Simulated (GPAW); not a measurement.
# Polarising a 7-layer slab of Li(110) with a field along the normal

The dipole of the cell at several fields, atoms fixed. What does the strongest field give, and what length does the slope stand for?

How it was computed: GPAW 26.7.0, plane waves (400 eV), PAW setups, PBE, 11×11 mesh, a dipole layer in the vacuum; geometry relaxed without an applied field with GPAW. The cell's area is 8.61 Å², and e/ε0 = 180.95 V Å.

What came out, but for one run:

```
field (V/Å)  dipole (e Å)
       −0.2       −0.1789
       −0.1       −0.0881
      −0.05       −0.0428
       0.05        0.0479
        0.1        0.0933
        0.2        0.1840
        0.3             ?
```

**Question.** What is the dipole at 0.3 V/Å?

Worked answer. A line through the 6 points has the slope α = 0.907 e Å per V/Å and the intercept p₀ = 0.0026 e Å (r.m.s. residual 2.7e−05). At 0.3 V/Å it gives p = 0.0026 + 0.907 × 0.3 = 0.2747 e Å; the run gives 0.2749 e Å, so the response stays linear to 0.1 % of the induced part. Dividing by ε0 and the area: α/(ε0 A) = 0.907 × 180.95 / 8.61 = 19.06 Å, against 14.68 Å between the outer nuclei. A metal screens fully, so the excess of 4.38 Å puts the image planes about 2.19 Å outside the outer atoms on average.

Caveats: This is the electronic response alone; ions that move would add to it in polar layers. No run was spin-polarised, so magnetic states weren't tested.

[Logs are printed without paths, hosts, clocks, repeated set-up lines and the standing remarks that a program may print on its own settings, such as how far it seeks lower states.]
